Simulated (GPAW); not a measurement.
# tetragonal PbO monolayer: work function by functional and basis

Aim: the work function of both faces of tetragonal PbO monolayer, and its spread over functionals and bases. Where a layer proves gapped, the work function hangs on where the smearing puts the Fermi level, and the band edges take its place.

Calculated with GPAW 26.7.0; GPAW, PAW setups; layer in a repeated cell with vacuum, relaxation of atoms and in-plane cell, in the first sound run; inputs show where later runs differ.

## 1. The starting structure

The cell holds 4 atoms: 2 Pb and 2 O. Cell: a = 4.050 Å, b = 4.050 Å, c = 15.414 Å, α = 90.0°, β = 90.0°, γ = 90.0°. Vacuum lies along c.

## 2. Relaxation

Forces are removed first; all later runs use this geometry.

File run.py:

```python
import json
import numpy as np
from ase import Atoms
from ase.filters import FrechetCellFilter
from ase.optimize import BFGS
from gpaw import GPAW, PW

slab = Atoms(
    ['Pb', 'O', 'O', 'Pb'],
    positions=[
        [2.02500, 0.00000, 7.00000],
        [0.00000, 0.00000, 7.70711],
        [2.02500, 2.02500, 7.70711],
        [0.00000, 2.02500, 8.41421]],
    cell=[[4.05, 0.0, 0.0], [0.0, 4.05, 0.0], [0.0, 0.0, 15.4142]],
    pbc=[True, True, True])

slab.calc = GPAW(mode=PW(600), xc='PBE', kpts={'size': (7, 7, 1), 'gamma': True},
                 occupations={'name': 'fermi-dirac', 'width': 0.05}, nbands='200%',
                 convergence={'density': 1e-05}, maxiter=200,
                 symmetry={'tolerance': 1e-3}, txt='slab.txt')
result = {}
# The in-plane cell is free; stress needs a cell that repeats along all three vectors
path = []
opt = BFGS(FrechetCellFilter(slab, mask=[1, 1, 0, 0, 0, 1]), maxstep=0.2)
opt.attach(lambda: path.append((slab.get_potential_energy(), slab.positions.tolist(), slab.get_forces().tolist())))
result['relaxed'] = bool(opt.run(fmax=0.02, steps=45))
result['path'] = path
result['cell'] = slab.cell.tolist()
print('in-plane lattice', slab.cell.cellpar().round(4)[[0, 1, 5]])
energy = slab.get_potential_energy()
fermi = slab.calc.get_fermi_level()
v = slab.calc.get_electrostatic_potential().mean((0, 1)) - fermi
n = slab.calc.get_pseudo_density().mean((0, 1))
L = slab.cell[2, 2]
z = np.arange(len(v)) * L / len(v)
low, high = slab.positions[:, 2].min(), slab.positions[:, 2].max()
below, above = np.interp([low - 4.8, high + 4.8], z, v)
slopes = [np.interp(x, z, np.gradient(v, z)) for x in (low - 4.8, high + 4.8)]
eps = np.array([[slab.calc.get_eigenvalues(k, s) for k in range(len(slab.calc.get_ibz_k_points()))]
                for s in range(slab.calc.get_number_of_spins())]) - fermi
top, bottom = eps[eps < 0].max(), eps[eps > 0].min()
dipole = slab.get_dipole_moment()[2]
print(f'energy {energy:.4f} eV, Fermi level {fermi:.4f} eV, dipole {dipole:.5f} e A')
print(f'potential 4.8 A off the faces, from the Fermi level: lower {below:.4f} eV, upper {above:.4f} eV')
print(f'slope of the potential there: lower {slopes[0]:.5f}, upper {slopes[1]:.5f} eV/A')
print(f'nearest levels on the mesh: {top:.4f} and {bottom:.4f} eV')
print('magnetic moment', round(slab.get_magnetic_moment(), 3))
result.update(energy=energy, fermi=fermi, dipole=dipole, below=below, above=above, slopes=slopes, edges=[top, bottom],
              z=z.tolist(), v=v.tolist(), n=n.tolist(), positions=slab.positions.tolist(),
              forces=slab.get_forces(apply_constraint=False).tolist(), moments=slab.get_magnetic_moments().tolist())
json.dump(result, open('result.json', 'w'))
```

The run is started by

```
$ OMP_NUM_THREADS=1 OPENBLAS_NUM_THREADS=1 python run.py
```

The program printed:

```text
Step          Energy          fmax
BFGS:    0      -18.872470        6.539149
BFGS:    1      -20.530609        4.549138
BFGS:    2      -21.960446        1.352707
BFGS:    3      -22.068422        0.615375
BFGS:    4      -22.098779        0.792463
BFGS:    5      -22.136272        0.936150
BFGS:    6      -22.179226        0.936102
BFGS:    7      -22.215460        0.788784
BFGS:    8      -22.236320        0.322741
BFGS:    9      -22.238623        0.021748
BFGS:   10      -22.239498        0.000768
in-plane lattice [ 3.9523  3.9523 90.    ]
energy -22.2395 eV, Fermi level -0.0984 eV, dipole 0.00022 e A
potential 4.8 A off the faces, from the Fermi level: lower 3.3542 eV, upper 3.3537 eV
slope of the potential there: lower -0.00026, upper 0.00055 eV/A
nearest levels on the mesh: -1.3609 and 1.3833 eV
magnetic moment 0.0
```

Run time: 5.8 min. Hardware: 1 thread of Intel Xeon 6975P-C (Granite Rapids), shared host; peak memory 0.44 GiB.

Numbers from this step:

- dipole along the normal: 2.23e-4 e·Å
- levels nearest the Fermi level on the mesh: -1.361, 1.383 eV from the Fermi level

Electrostatic potential energy of an electron (without an applied field's), less the Fermi level, planar mean against z:

| z (Å) | electrostatic potential energy of an electron (without an applied field's), less the Fermi level, planar mean (eV) |
| --- | --- |
| 0.0 | 3.35 |
| 0.5 | 3.35 |
| 1.0 | 3.35 |
| 1.5 | 3.35 |
| 2.0 | 3.35 |
| 2.5 | 3.35 |
| 3.0 | 3.35 |
| 3.5 | 3.34 |
| 4.0 | 3.29 |
| 4.5 | 3.12 |
| 5.0 | 2.53 |
| 5.5 | 0.416 |
| 6.0 | -6.53 |
| 6.5 | -13.6 |
| 7.0 | -5.99 |
| 7.5 | -7.87 |
| 8.0 | -6.08 |
| 8.5 | -7.45 |
| 9.0 | -13.4 |
| 9.5 | -4.85 |
| 10.0 | 0.992 |
| 10.5 | 2.69 |
| 11.0 | 3.16 |
| 11.5 | 3.30 |
| 12.0 | 3.34 |
| 12.5 | 3.35 |
| 13.0 | 3.35 |
| 13.5 | 3.35 |
| 14.0 | 3.35 |
| 14.5 | 3.35 |
| 15.0 | 3.35 |

Pseudo valence density, planar mean against z:

z (Å), pseudo valence density, planar mean (e/Å³) and a bar from the least value:
```
     0.00      0.000 
     0.34      0.000 
     0.86      0.000 
     1.20      0.000 
     1.71      0.000 
     2.06      0.000 
     2.40      0.000 
     2.91      0.000 
     3.25      0.000 
     3.77      0.001 
     4.11      0.003 
     4.45      0.007 
     4.97      0.027 #
     5.31      0.065 ##
     5.82      0.239 ########
     6.17      0.538 ##################
     6.51      0.823 ############################
     7.02      0.475 ################
     7.36      0.691 ########################
     7.88      0.879 ##############################
     8.22      0.530 ##################
     8.73      0.719 #########################
     9.08      0.741 #########################
     9.42      0.355 ############
     9.93      0.103 ####
    10.28      0.041 #
    10.79      0.011 
    11.13      0.005 
    11.47      0.002 
    11.99      0.001 
    12.33      0.000 
    12.85      0.000 
    13.19      0.000 
    13.53      0.000 
    14.04      0.000 
    14.39      0.000 
    14.90      0.000 
    15.24      0.000
```

The relaxation lowered the energy of the cell by 3.37 eV (energies extrapolated to zero smearing; the optimiser's log prints free energies). The largest force left on a free atom is 4.0e-4 eV/Å.

## 3. The slab's potential

With the geometry fixed, the planar mean of the potential gives the vacuum level on each side.

This step: GPAW, PAW setups; slab in vacuum (GPAW 26.7.0).

The cell differs from the one that the last finished run ended in (c 15.414 → 16.454 Å).

run.py: that of step 2 with these lines changed.

```diff
@@ -3,4 +3,2 @@
 from ase import Atoms
-from ase.filters import FrechetCellFilter
-from ase.optimize import BFGS
 from gpaw import GPAW, PW
@@ -10,22 +8,15 @@
     positions=[
-        [2.02500, 0.00000, 7.00000],
-        [0.00000, 0.00000, 7.70711],
-        [2.02500, 2.02500, 7.70711],
-        [0.00000, 2.02500, 8.41421]],
-    cell=[[4.05, 0.0, 0.0], [0.0, 4.05, 0.0], [0.0, 0.0, 15.4142]],
-    pbc=[True, True, True])
+        [1.97614, 0.00000, 7.00000],
+        [0.00000, 0.00000, 8.22692],
+        [1.97614, 1.97614, 8.22692],
+        [0.00000, 1.97614, 9.45383]],
+    cell=[[3.95229, -0.0, 0.0], [-0.0, 3.95229, 0.0], [0.0, 0.0, 16.4538]],
+    pbc=[True, True, False])
 
-slab.calc = GPAW(mode=PW(600), xc='PBE', kpts={'size': (7, 7, 1), 'gamma': True},
+slab.calc = GPAW(mode=PW(500), xc='PBE', kpts={'size': (7, 7, 1), 'gamma': True},
                  occupations={'name': 'fermi-dirac', 'width': 0.05}, nbands='200%',
                  convergence={'density': 1e-05}, maxiter=200,
+                 poissonsolver={'dipolelayer': 'xy'},
                  symmetry={'tolerance': 1e-3}, txt='slab.txt')
 result = {}
-# The in-plane cell is free; stress needs a cell that repeats along all three vectors
-path = []
-opt = BFGS(FrechetCellFilter(slab, mask=[1, 1, 0, 0, 0, 1]), maxstep=0.2)
-opt.attach(lambda: path.append((slab.get_potential_energy(), slab.positions.tolist(), slab.get_forces().tolist())))
-result['relaxed'] = bool(opt.run(fmax=0.02, steps=45))
-result['path'] = path
-result['cell'] = slab.cell.tolist()
-print('in-plane lattice', slab.cell.cellpar().round(4)[[0, 1, 5]])
 energy = slab.get_potential_energy()
```

The program printed:

```text
energy -21.5528 eV, Fermi level -0.4613 eV, dipole 0.00051 e A
potential 4.8 A off the faces, from the Fermi level: lower 3.5161 eV, upper 3.5105 eV
slope of the potential there: lower -0.00133, upper 0.00134 eV/A
nearest levels on the mesh: -1.1993 and 1.5361 eV
magnetic moment 0.0
```

It took 28 s on 1 thread; peak memory 0.25 GiB.

This step gave:

| Property | Result |
| --- | --- |
| dipole along the normal | 5.05e-4 e·Å |
| levels nearest the Fermi level on the mesh | -1.199, 1.536 eV from the Fermi level |
| upper work function | 3.511 eV |
| lower work function | 3.516 eV |
| upper ionisation energy | 4.710 eV |

Table of electrostatic potential energy of an electron (without an applied field's), less the Fermi level, planar mean by z:

| z (Å) | electrostatic potential energy of an electron (without an applied field's), less the Fermi level, planar mean (eV) |
| --- | --- |
| 0.0 | 3.51 |
| 0.5 | 3.52 |
| 1.0 | 3.52 |
| 1.5 | 3.52 |
| 2.0 | 3.52 |
| 2.5 | 3.52 |
| 3.0 | 3.51 |
| 3.5 | 3.51 |
| 4.0 | 3.50 |
| 4.5 | 3.45 |
| 5.0 | 3.29 |
| 5.5 | 2.73 |
| 6.0 | 0.715 |
| 6.5 | -5.97 |
| 7.0 | -13.4 |
| 7.5 | -6.13 |
| 8.0 | -7.29 |
| 8.5 | -6.25 |
| 9.0 | -6.95 |
| 9.5 | -13.4 |
| 10.0 | -5.09 |
| 10.5 | 1.03 |
| 11.0 | 2.81 |
| 11.5 | 3.31 |
| 12.0 | 3.45 |
| 12.5 | 3.49 |
| 13.0 | 3.51 |
| 13.5 | 3.51 |
| 14.0 | 3.51 |
| 14.5 | 3.51 |
| 15.0 | 3.51 |
| 15.5 | 3.51 |
| 16.0 | 3.51 |

Pseudo valence density, planar mean against z:

| z (Å) | pseudo valence density, planar mean (e/Å³) |
| --- | --- |
| 0.00 | 0 |
| 0.37 | 0 |
| 0.91 | 0 |
| 1.28 | 1.1e-6 |
| 1.83 | 3.2e-6 |
| 2.19 | 7.7e-6 |
| 2.56 | 1.8e-5 |
| 3.11 | 6.9e-5 |
| 3.47 | 1.7e-4 |
| 4.02 | 6.6e-4 |
| 4.39 | 0.00166 |
| 4.75 | 0.00417 |
| 5.30 | 0.0167 |
| 5.67 | 0.0425 |
| 6.22 | 0.178 |
| 6.58 | 0.418 |
| 6.95 | 0.808 |
| 7.50 | 0.483 |
| 7.86 | 0.667 |
| 8.41 | 0.867 |
| 8.78 | 0.508 |
| 9.32 | 0.778 |
| 9.69 | 0.637 |
| 10.06 | 0.271 |
| 10.60 | 0.0686 |
| 10.97 | 0.0266 |
| 11.52 | 0.00662 |
| 11.88 | 0.00263 |
| 12.25 | 0.00105 |
| 12.80 | 2.7e-4 |
| 13.16 | 1.1e-4 |
| 13.71 | 2.8e-5 |
| 14.08 | 1.1e-5 |
| 14.44 | 5.0e-6 |
| 14.99 | 1.6e-6 |
| 15.36 | 0 |
| 15.91 | 0 |
| 16.27 | 0 |

The layer is gapped, so the Fermi level lies somewhere inside the gap, set by smearing and numerics, and these work functions are no property of the material; the band edges below the vacuum level are. The potential is flat to 0.001 eV/Å where it is read, so the vacuum is wide enough.

## 4. Self-consistent run: xc = "RPBE"

The same geometry under RPBE, to see how far the functional moves the levels against the vacuum.

run.py: that of step 3 with these lines changed.

```diff
@@ -15,3 +15,3 @@
 
-slab.calc = GPAW(mode=PW(500), xc='PBE', kpts={'size': (7, 7, 1), 'gamma': True},
+slab.calc = GPAW(mode=PW(500), xc='RPBE', kpts={'size': (7, 7, 1), 'gamma': True},
                  occupations={'name': 'fermi-dirac', 'width': 0.05}, nbands='200%',
```

The program printed:

```text
energy -20.2356 eV, Fermi level -0.3076 eV, dipole 0.00051 e A
potential 4.8 A off the faces, from the Fermi level: lower 3.3725 eV, upper 3.3669 eV
slope of the potential there: lower -0.00144, upper 0.00144 eV/A
nearest levels on the mesh: -1.2252 and 1.4782 eV
magnetic moment 0.0
```

The job ended after 28 s (1 thread; peak memory 0.25 GiB).

Numbers from this step:

```yaml
levels_nearest_the_fermi_level_on_the_mesh: -1.225, 1.478 eV from the Fermi level
upper_work_function: 3.367 eV
lower_work_function: 3.372 eV
upper_ionisation_energy: 4.592 eV
```

The electrostatic potential energy of an electron (without an applied field's), less the Fermi level, planar mean by z:

| z (Å) | electrostatic potential energy of an electron (without an applied field's), less the Fermi level, planar mean (eV) |
| --- | --- |
| 0.0 | 3.37 |
| 0.5 | 3.37 |
| 1.0 | 3.37 |
| 1.5 | 3.37 |
| 2.0 | 3.37 |
| 2.5 | 3.37 |
| 3.0 | 3.37 |
| 3.5 | 3.37 |
| 4.0 | 3.35 |
| 4.5 | 3.30 |
| 5.0 | 3.13 |
| 5.5 | 2.56 |
| 6.0 | 0.540 |
| 6.5 | -6.16 |
| 7.0 | -13.5 |
| 7.5 | -6.29 |
| 8.0 | -7.44 |
| 8.5 | -6.40 |
| 9.0 | -7.12 |
| 9.5 | -13.5 |
| 10.0 | -5.27 |
| 10.5 | 0.853 |
| 11.0 | 2.64 |
| 11.5 | 3.15 |
| 12.0 | 3.30 |
| 12.5 | 3.35 |
| 13.0 | 3.36 |
| 13.5 | 3.37 |
| 14.0 | 3.37 |
| 14.5 | 3.37 |
| 15.0 | 3.37 |
| 15.5 | 3.37 |
| 16.0 | 3.37 |

The pseudo valence density, planar mean oscillates, so the rows of the table below give means over windows of 1 Å about each position, cut where the curve ends. Its maxima inside the range that stand out by 2 % of the span (Å: e/Å³): 6.9: 0.808, 8.2: 0.973, 9.5: 0.808. Its minima: 7.5: 0.483, 9.0: 0.483.

Table of pseudo valence density, planar mean by z; means over each step:

| z (Å) | pseudo valence density, planar mean (e/Å³) |
| --- | --- |
| 3 | 7.9e-5 |
| 4 | 8.9e-4 |
| 5 | 0.0104 |
| 6 | 0.135 |
| 7 | 0.629 |
| 8 | 0.742 |
| 9 | 0.635 |
| 10 | 0.371 |
| 11 | 0.0337 |
| 12 | 0.00265 |
| 13 | 2.4e-4 |
| 14 | 2.1e-5 |

Force by atom:

| atom | x (eV/Å) | y (eV/Å) | z (eV/Å) | size |
| --- | --- | --- | --- | --- |
| Pb1 | 0.000 | 0.000 | -0.305 | 0.305 |
| O2 | 0.000 | 0.000 | 0.000 | 0.000 |
| O3 | 0.000 | 0.000 | 0.000 | 0.000 |
| Pb4 | 0.000 | 0.000 | 0.305 | 0.305 |

The highest filled level lies 1.23 eV under the Fermi level, so the ionisation energy from the upper face is 3.367 + 1.23 = 4.592 eV, against 4.710 eV in the base run.

## 5. Self-consistent run: xc = "vdW-DF2"

The same geometry under vdW-DF2, to see how far the functional moves the levels against the vacuum (the van der Waals functionals take revPBE setups).

run.py: that of step 4 with these lines changed.

```diff
@@ -15,3 +15,3 @@
 
-slab.calc = GPAW(mode=PW(500), xc='RPBE', kpts={'size': (7, 7, 1), 'gamma': True},
+slab.calc = GPAW(mode=PW(500), xc='vdW-DF2', kpts={'size': (7, 7, 1), 'gamma': True},
                  occupations={'name': 'fermi-dirac', 'width': 0.05}, nbands='200%',
```

The program printed:

```text
energy -379.0006 eV, Fermi level -0.6126 eV, dipole 0.00050 e A
potential 4.8 A off the faces, from the Fermi level: lower 3.7743 eV, upper 3.7689 eV
slope of the potential there: lower -0.00180, upper 0.00180 eV/A
nearest levels on the mesh: -1.4113 and 1.1322 eV
magnetic moment 0.0
```

Wall time 40 s (1 thread); peak memory 0.46 GiB.

Numbers from this step:

```yaml
dipole_along_the_normal: 5.02e-4 e·Å
levels_nearest_the_fermi_level_on_the_mesh: -1.411, 1.132 eV from the Fermi level
upper_work_function: 3.769 eV
lower_work_function: 3.774 eV
upper_ionisation_energy: 5.180 eV
```

The highest filled level lies 1.41 eV under the Fermi level, so the ionisation energy from the upper face is 3.769 + 1.41 = 5.180 eV, against 4.710 eV in the base run.

## 6. Self-consistent run: xc = "LDA"

The same geometry under LDA, to see how far the functional moves the levels against the vacuum.

run.py: that of step 5 with these lines changed.

```diff
@@ -15,3 +15,3 @@
 
-slab.calc = GPAW(mode=PW(500), xc='vdW-DF2', kpts={'size': (7, 7, 1), 'gamma': True},
+slab.calc = GPAW(mode=PW(500), xc='LDA', kpts={'size': (7, 7, 1), 'gamma': True},
                  occupations={'name': 'fermi-dirac', 'width': 0.05}, nbands='200%',
```

The program printed:

```text
energy -24.2232 eV, Fermi level -0.8205 eV, dipole 0.00051 e A
potential 4.8 A off the faces, from the Fermi level: lower 3.8445 eV, upper 3.8390 eV
slope of the potential there: lower -0.00120, upper 0.00121 eV/A
nearest levels on the mesh: -1.1542 and 1.5719 eV
magnetic moment 0.0
```

Elapsed: 27 s, on 1 thread; peak memory 0.25 GiB.

Numbers from this step:

```yaml
dipole_along_the_normal: 5.06e-4 e·Å
levels_nearest_the_fermi_level_on_the_mesh: -1.154, 1.572 eV from the Fermi level
upper_work_function: 3.839 eV
lower_work_function: 3.845 eV
upper_ionisation_energy: 4.993 eV
```

The highest filled level lies 1.15 eV under the Fermi level, so the ionisation energy from the upper face is 3.839 + 1.15 = 4.993 eV, against 4.710 eV in the base run.

## 7. Self-consistent run: xc = "revPBE"

The same geometry under revPBE, to see how far the functional moves the levels against the vacuum.

run.py: that of step 6 with these lines changed.

```diff
@@ -15,3 +15,3 @@
 
-slab.calc = GPAW(mode=PW(500), xc='LDA', kpts={'size': (7, 7, 1), 'gamma': True},
+slab.calc = GPAW(mode=PW(500), xc='revPBE', kpts={'size': (7, 7, 1), 'gamma': True},
                  occupations={'name': 'fermi-dirac', 'width': 0.05}, nbands='200%',
```

The program printed:

```text
energy -20.3975 eV, Fermi level -0.3454 eV, dipole 0.00051 e A
potential 4.8 A off the faces, from the Fermi level: lower 3.3981 eV, upper 3.3926 eV
slope of the potential there: lower -0.00141, upper 0.00141 eV/A
nearest levels on the mesh: -1.1962 and 1.5465 eV
magnetic moment 0.0
```

The job ended after 29 s (1 thread; peak memory 0.25 GiB).

Numbers from this step:

```
dipole along the normal                    : 5.05e-4 e·Å
levels nearest the Fermi level on the mesh : -1.196, 1.546 eV from the Fermi level
upper work function                        : 3.393 eV
lower work function                        : 3.398 eV
upper ionisation energy                    : 4.589 eV
```

The highest filled level lies 1.20 eV under the Fermi level, so the ionisation energy from the upper face is 3.393 + 1.20 = 4.589 eV, against 4.710 eV in the base run.

## 8. OptPBE vdW: xc = "optPBE-vdW"

The same geometry under optPBE-vdW, to see how far the functional moves the levels against the vacuum (the van der Waals functionals take revPBE setups).

run.py: that of step 7 with these lines changed.

```diff
@@ -15,3 +15,3 @@
 
-slab.calc = GPAW(mode=PW(500), xc='revPBE', kpts={'size': (7, 7, 1), 'gamma': True},
+slab.calc = GPAW(mode=PW(500), xc='optPBE-vdW', kpts={'size': (7, 7, 1), 'gamma': True},
                  occupations={'name': 'fermi-dirac', 'width': 0.05}, nbands='200%',
```

The program printed:

```text
energy -57.0177 eV, Fermi level -0.5171 eV, dipole 0.00050 e A
potential 4.8 A off the faces, from the Fermi level: lower 3.6234 eV, upper 3.6179 eV
slope of the potential there: lower -0.00163, upper 0.00164 eV/A
nearest levels on the mesh: -1.3430 and 1.2687 eV
magnetic moment 0.0
```

Run time: 39 s. Hardware: 1 thread; peak memory 0.46 GiB.

Numbers from this step:

| Item | Value |
| --- | --- |
| dipole along the normal | 5.03e-4 e·Å |
| levels nearest the Fermi level on the mesh | -1.343, 1.269 eV from the Fermi level |
| upper work function | 3.618 eV |
| lower work function | 3.623 eV |
| upper ionisation energy | 4.961 eV |

The highest filled level lies 1.34 eV under the Fermi level, so the ionisation energy from the upper face is 3.618 + 1.34 = 4.961 eV, against 4.710 eV in the base run.

[end of part 1 of 2]

[Logs are printed without paths, hosts, clocks, repeated set-up lines and the standing remarks that a program may print on its own settings, such as how far it seeks lower states.]

[Hosts, paths, dates, database ids (printed as entryN), source tags and the programs' standing remarks are cut or masked in the printed files.]
